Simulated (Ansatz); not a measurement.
**Decaying states in the gap of BaH2Se2**

Aim: relax a made-up compound, BaH2Se2, and see how good a tunnel barrier it would be. It is built by putting Se for O, Ba for Ca in the CaH2O2 structure of space group P-3m1, with the volume rescaled by atomic radii. The parent structure comes from the Materials Project.

Method: r2SCAN DFT, plane waves, PAW files, in the first sound run; inputs show where later runs differ, in Ansatz 0.2.0.

Most raw output is cut from this account.

The structure was built from a prototype and need not be the compound's stable phase.

## Step 1: The structure

The structure is trigonal, space group P-3m1 (No. 164). The conventional cell has a = 4.355 Å, b = 4.355 Å, c = 5.866 Å, α = 90.00°, β = 90.00°, γ = 120.00°. Ba has 6 Se at 2.88 Å nearest. H has 1 Se at 1.17 Å nearest. Se has 1 H at 1.17 Å and 3 Ba at 2.88 Å nearest. It derives from CaH2O2. Se for O, Ba for Ca in the CaH2O2 structure of space group P-3m1. Farther neighbours and most contacts between anions are not listed.

Structure file:

```cif
data_structure
_symmetry_space_group_name_H-M 'P-3m1'
_symmetry_Int_Tables_number 164
_cell_length_a 4.3548
_cell_length_b 4.3548
_cell_length_c 5.8660
_cell_angle_alpha 90.000
_cell_angle_beta 90.000
_cell_angle_gamma 120.000
_cell_volume 96.34
loop_
_atom_site_label
_atom_site_type_symbol
_atom_site_symmetry_multiplicity
_atom_site_Wyckoff_symbol
_atom_site_fract_x
_atom_site_fract_y
_atom_site_fract_z
_atom_site_occupancy
Ba1 Ba 1 a 0.00000 0.00000 0.00000 1
H1 H 2 d 0.66667 0.33333 0.56085 1
Se1 Se 2 d 0.66667 0.33333 0.76108 1
```

## Step 2: Cell and atoms at rest

The substituted atoms don't fit the parent's cell, so cell and atoms relax together. A small smearing keeps the run stable in case the gap closes on the way.

input.yaml reads:

```yaml
crystal:
  lattice:
    - [4.3547990947, 0.0, 0.0]
    - [-2.1773995474, 3.7713666444, 0.0]
    - [0.0, 0.0, 5.8660044614]
  atoms:
    - { symbol: Ba, position: [0.0, 0.0, 0.0] }
    - { symbol: H, position: [0.6666666667, 0.3333333333, 0.56084618] }
    - { symbol: H, position: [0.3333333333, 0.6666666667, 0.43915382] }
    - { symbol: Se, position: [0.6666666667, 0.3333333333, 0.76108397] }
    - { symbol: Se, position: [0.3333333333, 0.6666666667, 0.23891603] }
kpoints:
  mp_grid: { grid: [6, 6, 4] }
scf:
  occupations: { method: gaussian, width: 0.03 }
hamiltonian:
  xc: r2scan
output:
  forces: true
  stress: true
relax:
  f_tol: 0.02
  max_steps: 60
  cell: {}
```

Started as:

```bash
$ ansatz run input.yaml --threads 2 --pin off --max-ram 4096MiB --backend cpu --events-out ev --progress --plain --runs-dir out
```

Elapsed: 53 s, on 2 threads of Arm Neoverse V2, shared host; peak memory 0.79 GiB.

Relaxation path:

| step | energy less that of the first step (eV) | largest force component (eV/Å) | pressure (GPa) | volume (Å³) |
| --- | --- | --- | --- | --- |
| 1 | 0.0000 | 12.9413 | 37.51 | 96.34 |
| 2 | -3.8457 | 4.1685 | 14.61 | 110.50 |
| 3 | -4.8462 | 1.5087 | 5.34 | 125.70 |
| 4 | -5.1171 | 0.2947 | 1.61 | 137.64 |
| 5 | -5.1616 | 0.0714 | 0.22 | 144.76 |
| 6 | -5.1639 | 0.0290 | -0.07 | 145.43 |
| 7 | -5.1642 | 0.0111 | -0.06 | 145.69 |
| 8 | -5.1645 | 0.0147 | -0.01 | 144.78 |
| 9 | -5.1646 | 0.0011 | 0.00 | 144.58 |
| 10* | -5.1775 | 0.0087 | 0.06 | 144.58 |
| 11 | -5.1776 | 0.0013 | 0.01 | 145.25 |
| 12* | -5.1777 | 0.0012 | 0.01 | 145.25 |

Relaxation steps marked * repeat the geometry before them on a plane-wave basis chosen anew for their cell, so energy and pressure can jump there.

Forces are held to the 12 operations that the run works with; a distortion that breaks them can't arise in this run.

| cell as run | before | after | change |
| --- | --- | --- | --- |
| a (Å) | 4.355 | 5.176 | +18.9 % |
| b (Å) | 4.355 | 5.176 | +18.9 % |
| c (Å) | 5.866 | 6.259 | +6.7 % |
| volume (Å³/atom) | 19.27 | 29.05 | +50.8 % |

The atoms that moved most (Å, as changes of fractional coordinates times the final cell):

| atom | dx | dy | dz | length |
| --- | --- | --- | --- | --- |
| H2 | 0.000 | 0.000 | -0.148 | 0.148 |
| H3 | 0.000 | 0.000 | 0.148 | 0.148 |
| Se5 | 0.000 | 0.000 | -0.061 | 0.061 |
| Se4 | 0.000 | 0.000 | 0.061 | 0.061 |

Numbers from this step:

| Item | Value |
| --- | --- |
| free energy | -16957.2544 eV |
| Fermi energy | 4.323 eV |
| pressure | 0.005675 GPa |

The largest force component on a free atom ends at 0.0012 eV/Å.

## Step 3: The bulk crystal and its band edges

The energy window and the wavevectors of the next steps follow from the band edges, so these are searched first, off the mesh as well.

input.yaml reads:

```yaml
crystal:
  lattice:
    - [5.1764777424, 0.0, 0.0]
    - [-2.5882388712, 4.482961227, 0.0]
    - [0.0, 0.0, 6.2592966078]
  atoms:
    - { symbol: Ba, position: [0.0, 0.0, 0.0] }
    - { symbol: H, position: [0.6666666667, 0.3333333333, 0.5371923826] }
    - { symbol: H, position: [0.3333333333, 0.6666666667, 0.4628076174] }
    - { symbol: Se, position: [0.6666666667, 0.3333333333, 0.7708106451] }
    - { symbol: Se, position: [0.3333333333, 0.6666666667, 0.2291893549] }
kpoints:
  mp_grid: { grid: [6, 6, 4] }
  band_path: { path: [VBM, CBM], npoints: 30 }
scf:
  occupations: { method: fixed }
hamiltonian:
  xc: r2scan
output:
  eigenvalues: true
  write_potential: true
  write_density: true
  volumetric_format: npy
```

Elapsed: 17 s, on 2 threads; peak memory 0.69 GiB.

This step gave:

```yaml
fermi_energy: 2.653 eV
gap_on_the_k_mesh: 3.339 eV
gap_on_path: 3.339 eV, by band count; negative where bands overlap
direct_gap_on_path: 3.519 eV
edge_places_on_path: 0, 0.7008 1/A along the path
```

The electronic bands at the labelled points (eV, zero at the Fermi level (highest filled level under fixed occupations); v1 is the highest filled band, c1 the lowest empty one):

| point | v4 | v3 | v2 | v1 | c1 | c2 | c3 | c4 |
| --- | --- | --- | --- | --- | --- | --- | --- | --- |
| VBM | -1.23 | -1.23 | 0.00 | 0.00 | 3.52 | 4.03 | 4.46 | 4.98 |
| halfway | -1.03 | -1.02 | -0.69 | -0.21 | 3.66 | 4.33 | 4.55 | 5.39 |
| CBM | -1.46 | -0.68 | -0.55 | -0.50 | 3.34 | 4.77 | 5.01 | 5.91 |

The searched edges give 3.34 eV, as on the mesh.

## Step 4: Complex bands, plane (100), k-mesh 6×4×6

This step: r2SCAN DFT, plane waves, PAW files; complex bands by layer matching along the plane's normal (Ansatz 0.2.0).

The same crystal is laid in a cell whose first two vectors span the (100) plane (indices of the standard conventional cell, whose axes can be ordered otherwise than in the bulk input). At fixed energy and wavevector in the plane the solver finds all kz, real and complex. A few wavevectors are listed, (0, 0), (-0.5, 0) and (0.5, 0) (two of them one point) in units of the plane's reciprocal vectors; the slowest state needn't be among them.

input.yaml reads:

```yaml
crystal:
  lattice:
    - [5.176477742, 0.0, 0.0]
    - [0.0, 6.259296608, 0.0]
    - [2.588238871, 0.0, 4.482961227]
  atoms:
    - { symbol: Ba, position: [0.0, 0.0, 0.0] }
    - { symbol: H, position: [0.6666666667, 0.5371923826, 0.6666666667] }
    - { symbol: H, position: [0.3333333333, 0.4628076174, 0.3333333333] }
    - { symbol: Se, position: [0.6666666667, 0.7708106451, 0.6666666667] }
    - { symbol: Se, position: [0.3333333333, 0.2291893549, 0.3333333333] }
kpoints:
  mp_grid: { grid: [6, 4, 6] }
scf:
  occupations: { method: fixed }
hamiltonian:
  xc: r2scan
output:
  eigenvalues: true
  transmission:
    leads: [[0, 0]]
    kpoints: [[0.0, 0.0], [-0.5, 0.0], [0.5, 0.0]]
    e_range: [-1.0, 4.34]
    de: 0.13
```

It took 82 s on 2 threads; peak memory 1.4 GiB; 2.7 min of CPU time.

This step gave:

```
level to which the leads are filled                       : 1.670 eV from the Fermi level
decay constant at the filling level, zone centre          : 0.2676 Å⁻¹
decay constant at the filling level, slowest listed point : 0.2676 Å⁻¹
```

K parallel (0, 0); values up to 1.5 1/Å, a degenerate pair printed once or twice; energies at which all values exceed this have no row. Im kz of the slowest decaying states against energy, zero at the highest filled level on the SCF mesh:

| energy (eV) | decay 1 (Å⁻¹) | decay 2 (Å⁻¹) | decay 3 (Å⁻¹) | decay 4 (Å⁻¹) |
| --- | --- | --- | --- | --- |
| -1.00 | 0.0324 | 0.757 | 0.758 | 0.861 |
| -0.61 | 0.0544 | 0.698 | 0.729 | 0.846 |
| -0.22 | 0.252 | 0.692 | 0.703 | 0.820 |
| 0.04 | 0.0631 | 0.139 | 0.323 | 0.685 |
| 0.17 | 0.126 | 0.273 | 0.346 | 0.676 |
| 0.56 | 0.207 | 0.391 | 0.435 | 0.648 |
| 0.95 | 0.246 | 0.414 | 0.504 | 0.618 |
| 1.34 | 0.264 | 0.421 | 0.539 | 0.585 |
| 1.60 | 0.268 | 0.419 | 0.550 | 0.561 |
| 1.99 | 0.264 | 0.407 | 0.522 | 0.554 |
| 2.38 | 0.247 | 0.379 | 0.477 | 0.548 |
| 2.77 | 0.216 | 0.325 | 0.424 | 0.512 |
| 3.16 | 0.160 | 0.205 | 0.360 | 0.467 |
| 3.55 | 0.275 | 0.426 | 0.468 | 0.601 |
| 3.94 | 0.206 | 0.383 | 0.419 | 0.545 |
| 4.33 | 0.0575 | 0.126 | 0.331 | 0.349 |

K parallel (-0.5, 0); values up to 1.5 1/Å, a degenerate pair printed once or twice; energies at which all values exceed this have no row. Table of Im kz of the slowest decaying states by energy, zero at the highest filled level on the SCF mesh:

| energy (eV) | decay 1 (Å⁻¹) | decay 2 (Å⁻¹) | decay 3 (Å⁻¹) | decay 4 (Å⁻¹) |
| --- | --- | --- | --- | --- |
| -1.00 | 0.160 | 0.206 | 0.865 | 1.02 |
| -0.74 | 0.861 | 1.01 | - | - |
| -0.48 | 0.208 | 0.857 | 0.995 | - |
| -0.22 | 0.300 | 0.851 | 0.984 | - |
| 0.04 | 0.192 | 0.349 | 0.845 | 0.973 |
| 0.30 | 0.274 | 0.380 | 0.837 | 0.961 |
| 0.56 | 0.321 | 0.398 | 0.829 | 0.949 |
| 0.82 | 0.351 | 0.408 | 0.820 | 0.937 |
| 1.08 | 0.371 | 0.410 | 0.810 | 0.926 |
| 1.34 | 0.383 | 0.407 | 0.799 | 0.916 |
| 1.60 | 0.389 | 0.397 | 0.787 | 0.906 |
| 1.99 | 0.372 | 0.390 | 0.766 | 0.893 |
| 2.25 | 0.347 | 0.385 | 0.750 | 0.887 |
| 2.51 | 0.314 | 0.376 | 0.733 | 0.883 |
| 2.77 | 0.270 | 0.364 | 0.713 | 0.881 |
| 3.03 | 0.206 | 0.348 | 0.691 | 0.884 |
| 3.29 | 0.0856 | 0.329 | 0.666 | 0.893 |
| 3.55 | 0.305 | 0.637 | 0.914 | 1.18 |
| 3.81 | 0.278 | 0.603 | 0.954 | 1.11 |
| 4.07 | 0.247 | 0.563 | 1.02 | 1.04 |
| 4.33 | 0.207 | 0.515 | 0.900 | 1.03 |

K parallel (0.5, 0); values up to 1.5 1/Å, a degenerate pair printed once or twice; energies at which all values exceed this have no row. The Im kz of the slowest decaying states by energy, zero at the highest filled level on the SCF mesh:

| energy (eV) | decay 1 (Å⁻¹) | decay 2 (Å⁻¹) | decay 3 (Å⁻¹) | decay 4 (Å⁻¹) |
| --- | --- | --- | --- | --- |
| -1.00 | 0.160 | 0.206 | 0.865 | 1.02 |
| -0.61 | 0.119 | 0.859 | 1.00 | - |
| -0.22 | 0.300 | 0.851 | 0.984 | - |
| 0.04 | 0.192 | 0.349 | 0.845 | 0.973 |
| 0.17 | 0.240 | 0.366 | 0.841 | 0.967 |
| 0.56 | 0.321 | 0.398 | 0.829 | 0.949 |
| 0.95 | 0.362 | 0.410 | 0.815 | 0.932 |
| 1.34 | 0.383 | 0.407 | 0.799 | 0.916 |
| 1.60 | 0.389 | 0.397 | 0.787 | 0.906 |
| 1.99 | 0.372 | 0.390 | 0.766 | 0.893 |
| 2.38 | 0.332 | 0.381 | 0.742 | 0.884 |
| 2.77 | 0.270 | 0.364 | 0.713 | 0.881 |
| 3.16 | 0.160 | 0.339 | 0.679 | 0.888 |
| 3.55 | 0.305 | 0.637 | 0.914 | 1.18 |
| 3.94 | 0.263 | 0.584 | 0.984 | 1.08 |
| 4.33 | 0.207 | 0.515 | 0.900 | 1.03 |

At the listed wavevectors the last open channel is at -0.09 eV and the next at +3.42 eV on the grid. At +1.73 eV, the grid energy nearest the filling level (the middle of the gap on the SCF mesh), the slowest state at the listed wavevectors decays with κ = 0.268 Å⁻¹, its amplitude falling by e over 3.7 Å. Through 1 nm of this crystal that state's transmission falls by exp(−2 × 0.268 Å⁻¹ × 10 Å) = 0.0047.

## Step 5: Decay over the two-dimensional zone

The listed points could miss the slowest state, so one energy near mid-gap is solved on a mesh of 8×6.

Changes to input.yaml since step 4:

```diff
@@ -19,6 +19,2 @@
   eigenvalues: true
-  transmission:
-    leads: [[0, 0]]
-    kpoints: [[0.0, 0.0], [-0.5, 0.0], [0.5, 0.0]]
-    e_range: [-1.0, 4.34]
-    de: 0.13
+  transmission: { leads: [[0, 0]], kmesh: [8, 6], e_range: [1.67, 1.68], de: 0.05 }
```

Elapsed: 75 s, on 2 threads; peak memory 1.5 GiB; 2.5 min of CPU time.

Numbers from this step:

| Property | Result |
| --- | --- |
| least decay constant on the mesh | 0.2678 Å⁻¹ |

Slowest decay constant (1/Å; 0 where a channel is open) over k1 and k2. At 1.6700 eV from the Fermi level.

Ten even steps from '0' (0.268) to '9' (0.480):
```
85567655
76331336
55620265
76331336
85567655
67998997
```
Columns: k1 (b1) from -0.5 to 0.375; rows upwards: k2 (b2) from -0.5 to 0.333.

The least value on the mesh is 0.268 Å⁻¹ at +1.67 eV. At that energy the listed points give about 0.268 Å⁻¹ by interpolation, so the mesh holds no clearly slower state.

## Step 6: Decaying states in the gap, plane (101), k-mesh 6×6×6

The same for the (101) plane, at (0, 0) and (-0.5, 0), to see how the decay depends on direction.

input.yaml reads:

```yaml
crystal:
  lattice:
    - [8.122482123, 0.0, 0.0]
    - [1.649490969, 4.906638499, 0.0]
    - [3.298981938, 1.621541916, 3.644618197]
  atoms:
    - { symbol: Ba, position: [0.0, 0.0, 0.0] }
    - { symbol: H, position: [0.4628076174, 0.6666666667, 0.2038590493] }
    - { symbol: H, position: [0.5371923826, 0.3333333333, 0.7961409507] }
    - { symbol: Se, position: [0.2291893549, 0.6666666667, 0.4374773118] }
    - { symbol: Se, position: [0.7708106451, 0.3333333333, 0.5625226882] }
kpoints:
  mp_grid: { grid: [6, 6, 6] }
scf:
  occupations: { method: fixed }
hamiltonian:
  xc: r2scan
output:
  eigenvalues: true
  transmission:
    leads: [[0, 0]]
    kpoints: [[0.0, 0.0], [-0.5, 0.0]]
    e_range: [-1.0, 4.34]
    de: 0.09
```

Run time: 1.9 min. Hardware: 2 threads; peak memory 1.8 GiB; 3.8 min of CPU time.

This step gave:

```
decay constant at the filling level, zone centre          : 0.3029 Å⁻¹
decay constant at the filling level, slowest listed point : 0.303 Å⁻¹
```

K parallel (0, 0); values up to 1.5 1/Å, a degenerate pair printed once or twice; energies at which all values exceed this have no row. Im kz of the slowest decaying states against energy, zero at the highest filled level on the SCF mesh:

| energy (eV) | decay 1 (Å⁻¹) | decay 2 (Å⁻¹) | decay 3 (Å⁻¹) | decay 4 (Å⁻¹) |
| --- | --- | --- | --- | --- |
| -1.00 | 0.252 | 0.728 | 0.824 | 0.844 |
| -0.73 | 0.0541 | 0.0801 | 0.731 | 0.824 |
| -0.46 | 0.177 | 0.732 | 0.799 | 0.895 |
| -0.19 | 0.231 | 0.329 | 0.730 | 0.772 |
| -0.01 | 0.310 | 0.383 | 0.726 | 0.752 |
| 0.08 | 0.113 | 0.154 | 0.338 | 0.405 |
| 0.35 | 0.215 | 0.298 | 0.400 | 0.453 |
| 0.62 | 0.261 | 0.372 | 0.442 | 0.484 |
| 0.89 | 0.287 | 0.420 | 0.472 | 0.504 |
| 1.16 | 0.300 | 0.454 | 0.493 | 0.515 |
| 1.43 | 0.305 | 0.478 | 0.509 | 0.520 |
| 1.70 | 0.303 | 0.494 | 0.519 | 0.520 |
| 1.88 | 0.298 | 0.503 | 0.517 | 0.524 |
| 2.15 | 0.286 | 0.510 | 0.511 | 0.512 |
| 2.42 | 0.267 | 0.474 | 0.500 | 0.515 |
| 2.69 | 0.242 | 0.431 | 0.487 | 0.515 |
| 2.96 | 0.206 | 0.379 | 0.471 | 0.511 |
| 3.23 | 0.154 | 0.312 | 0.452 | 0.503 |
| 3.50 | 0.0406 | 0.211 | 0.430 | 0.471 |
| 3.77 | 0.404 | 0.439 | 0.473 | 0.488 |
| 4.04 | 0.0421 | 0.373 | 0.404 | 0.446 |
| 4.31 | 0.0643 | 0.132 | 0.336 | 0.369 |

K parallel (-0.5, 0); values up to 1.5 1/Å, a degenerate pair printed once or twice; energies at which all values exceed this have no row. Im kz of the slowest decaying states against energy, zero at the highest filled level on the SCF mesh:

| energy (eV) | decay 1 (Å⁻¹) | decay 2 (Å⁻¹) | decay 3 (Å⁻¹) | decay 4 (Å⁻¹) |
| --- | --- | --- | --- | --- |
| -1.00 | 0.290 | 0.649 | 0.847 | 0.920 |
| -0.82 | 0.348 | 0.617 | 0.833 | 0.922 |
| -0.55 | 0.333 | 0.548 | 0.810 | 0.925 |
| -0.37 | 0.270 | 0.415 | 0.464 | 0.794 |
| -0.19 | 0.078 | 0.465 | 0.514 | 0.776 |
| -0.01 | 0.234 | 0.242 | 0.478 | 0.536 |
| 0.08 | 0.292 | 0.292 | 0.483 | 0.540 |
| 0.26 | 0.366 | 0.374 | 0.490 | 0.542 |
| 0.53 | 0.434 | 0.494 | 0.495 | 0.535 |
| 0.71 | 0.466 | 0.496 | 0.526 | 0.595 |
| 0.89 | 0.49 | 0.494 | 0.516 | 0.589 |
| 1.16 | 0.489 | 0.496 | 0.517 | 0.587 |
| 1.34 | 0.480 | 0.484 | 0.530 | 0.584 |
| 1.52 | 0.463 | 0.477 | 0.540 | 0.580 |
| 1.79 | 0.434 | 0.464 | 0.550 | 0.572 |
| 1.97 | 0.413 | 0.454 | 0.554 | 0.564 |
| 2.15 | 0.389 | 0.442 | 0.555 | 0.556 |
| 2.42 | 0.347 | 0.422 | 0.538 | 0.539 |
| 2.60 | 0.315 | 0.406 | 0.515 | 0.526 |
| 2.78 | 0.277 | 0.389 | 0.490 | 0.510 |
| 3.05 | 0.203 | 0.358 | 0.449 | 0.484 |
| 3.23 | 0.127 | 0.333 | 0.417 | 0.463 |
| 3.50 | 0.286 | 0.361 | 0.425 | 0.520 |
| 3.68 | 0.244 | 0.313 | 0.395 | 0.499 |
| 3.86 | 0.18 | 0.242 | 0.359 | 0.458 |
| 4.13 | 0.0792 | 0.171 | 0.280 | 0.384 |
| 4.31 | 0.199 | 0.231 | 0.322 | 0.460 |

At the listed wavevectors the last open channel is at -0.01 eV and the next at +3.41 eV on the grid. At +1.70 eV, the grid energy nearest the filling level (the middle of the gap on the SCF mesh), the slowest state at the listed wavevectors decays with κ = 0.303 Å⁻¹, its amplitude falling by e over 3.3 Å; the first such run, plane (100), gave 0.268 Å⁻¹.

## Step 7: Band edges at another level, cutoff 420 eV

This step: PBE DFT, plane waves, PAW files (Ansatz 0.2.0).

The edges again with PBE, at the same atoms. Against that run the cutoff is 420 eV against 500.

input.yaml reads:

```yaml
crystal:
  lattice:
    - [5.1764777424, 0.0, 0.0]
    - [-2.5882388712, 4.482961227, 0.0]
    - [0.0, 0.0, 6.2592966078]
  atoms:
    - { symbol: Ba, position: [0.0, 0.0, 0.0] }
    - { symbol: H, position: [0.6666666667, 0.3333333333, 0.5371923826] }
    - { symbol: H, position: [0.3333333333, 0.6666666667, 0.4628076174] }
    - { symbol: Se, position: [0.6666666667, 0.3333333333, 0.7708106451] }
    - { symbol: Se, position: [0.3333333333, 0.6666666667, 0.2291893549] }
kpoints:
  mp_grid: { grid: [6, 6, 4] }
  band_path: { path: [VBM, CBM], npoints: 30 }
scf:
  occupations: { method: fixed }
hamiltonian:
  xc: pbe
output:
  eigenvalues: true
```

Elapsed: 9.4 s, on 2 threads; peak memory 0.41 GiB.

Numbers from this step:

```yaml
free_energy: -16923.4490 eV
fermi_energy: 2.953 eV
gap_on_the_k_mesh: 2.975 eV
gap_on_path: 2.975 eV, by band count; negative where bands overlap
direct_gap_on_path: 3.008 eV
```

The electronic bands at the labelled points (eV, zero at the Fermi level (highest filled level under fixed occupations); v1 is the highest filled band, c1 the lowest empty one):

| point | v4 | v3 | v2 | v1 | c1 | c2 | c3 | c4 |
| --- | --- | --- | --- | --- | --- | --- | --- | --- |
| VBM | -1.24 | -1.24 | 0.00 | 0.00 | 3.01 | 3.69 | 4.03 | 4.48 |
| halfway | -1.03 | -1.02 | -0.71 | -0.21 | 3.29 | 3.87 | 4.14 | 4.88 |
| CBM | -1.47 | -0.67 | -0.56 | -0.50 | 2.98 | 4.36 | 4.56 | 5.37 |

The searched edges give 2.98 eV, as on the mesh.

[end of part 1 of 2]

[Logs are printed without paths, hosts, clocks, repeated set-up lines and the standing remarks that a program may print on its own settings, such as how far it seeks lower states.]

[Hosts, paths, dates, database ids (printed as entryN), source tags and the programs' standing remarks are cut or masked in the printed files.]
